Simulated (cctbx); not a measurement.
# Accept or mend?

Cell a = 9.1050 Å, b = 9.1050 Å, c = 9.1050 Å, α = 90.00°, β = 90.00°, γ = 90.00°; space group Im-3m (no. 229).

The data are simulated with cctbx, not measured: Cu Kα, λ = 1.54184 Å, to d = 0.83 Å, 50 % of the full sphere, strongest reflection 70000 counts, noise from counting, a 1.5 % proportional error and a noise floor of 15 counts (s.d.); no absorption, and some extinction, which the refinements don't model.

An anisotropic refinement with weights 1/σ² prints:

```text
Rint 0.016, 91 unique reflections to 0.83 A
cycle     R1     wR2    GooF  max shift (A)
   1  0.0457  0.0974  14.031   0.00032
   2  0.0446  0.0944  13.595   0.00000
final R1 0.0446 wR2 0.0944 GooF 13.595  parameters 7  data/parameter 13.0
atom        x        y        z      Ueq    occ   su(xyz)  su(Uiso or U11)
Pb1    0.68315  0.00000  0.00000   0.0016  1.000  0.00019  0.0011
Rh1    0.25000  0.00000  0.50000   0.0056  1.000  0.00000  0.0018
Y1     0.25000  0.25000  0.25000   0.0066  1.000  0.00000  0.0012
difference map: max 40.23 min -2.03 rms 0.85
Q1    0.0000  0.0000  0.0000    2   40.23  2.88 A from Pb1
Q2    0.0748  0.0748  0.0748   16    1.56  2.41 A from Pb1
Q3    0.0000  0.0468  0.3054   48    1.26  0.44 A from Pb1
Q4    0.0402  0.0402  0.1240   48    1.16  1.83 A from Pb1
Q5    0.0000  0.0000  0.5000    6    0.92  1.67 A from Pb1
Q6    0.2500  0.2500  0.2500    8    0.90  0.00 A from Y1
```

Q: Accept it or mend it, and why?

Mend it. The fault: an atom left out, Al at (0, 0, 0). Against the right model at the same level, R1 goes from 0.0049 to 0.0446 and GooF from 1.21 to 13.60 and the top difference peak, 40.2 e/Å³, lies 2.88 Å from Pb1. Q1 is the missing atom. With scattering power missing, scale and phases suffer, so peaks may also grow on the heavy atoms.

The compound is Y4AlRh6Pb6. The right model at the same level gives:

```text
Rint 0.016, 91 unique reflections to 0.83 A
cycle     R1     wR2    GooF  max shift (A)
   1  0.0069  0.0126   1.825   0.00000
   2  0.0049  0.0084   1.212   0.00000
final R1 0.0049 wR2 0.0084 GooF 1.212  parameters 8  data/parameter 11.4
atom        x        y        z      Ueq    occ   su(xyz)  su(Uiso or U11)
Pb1    0.68311  0.00000  0.00000   0.0026  1.000  0.00002  0.0001
Rh1    0.25000  0.00000  0.50000   0.0063  1.000  0.00000  0.0002
Y1     0.25000  0.25000  0.25000   0.0070  1.000  0.00000  0.0001
Al1    0.00000  0.00000  0.00000   0.0095  1.000  0.00000  0.0006
difference map: max 1.40 min -0.62 rms 0.17
Q1    0.0000  0.0000  0.0000    2    1.40  0.00 A from Al1
Q2    0.0866  0.0866  0.0866   16    0.49  1.37 A from Al1
Q3    0.0000  0.4178  0.4178   24    0.45  1.70 A from Rh1
Q4    0.0000  0.1981  0.2958   48    0.42  1.81 A from Pb1
Q5    0.0558  0.2325  0.3054   96    0.33  1.85 A from Y1
Q6    0.0000  0.2537  0.2537   24    0.31  2.24 A from Rh1
```

Isotropic U is held between 0.0001 and 1 Å² by the program, and listed peak heights are interpolated, so they can pass the grid's maximum.

This is a model crystal, built by substitution and not relaxed, with assumed displacement parameters.

[Middle refinement cycles are left out of these outputs.]

[Logs are printed without paths, hosts, clocks, repeated set-up lines and the standing remarks that a program may print on its own settings, such as how far it seeks lower states.]
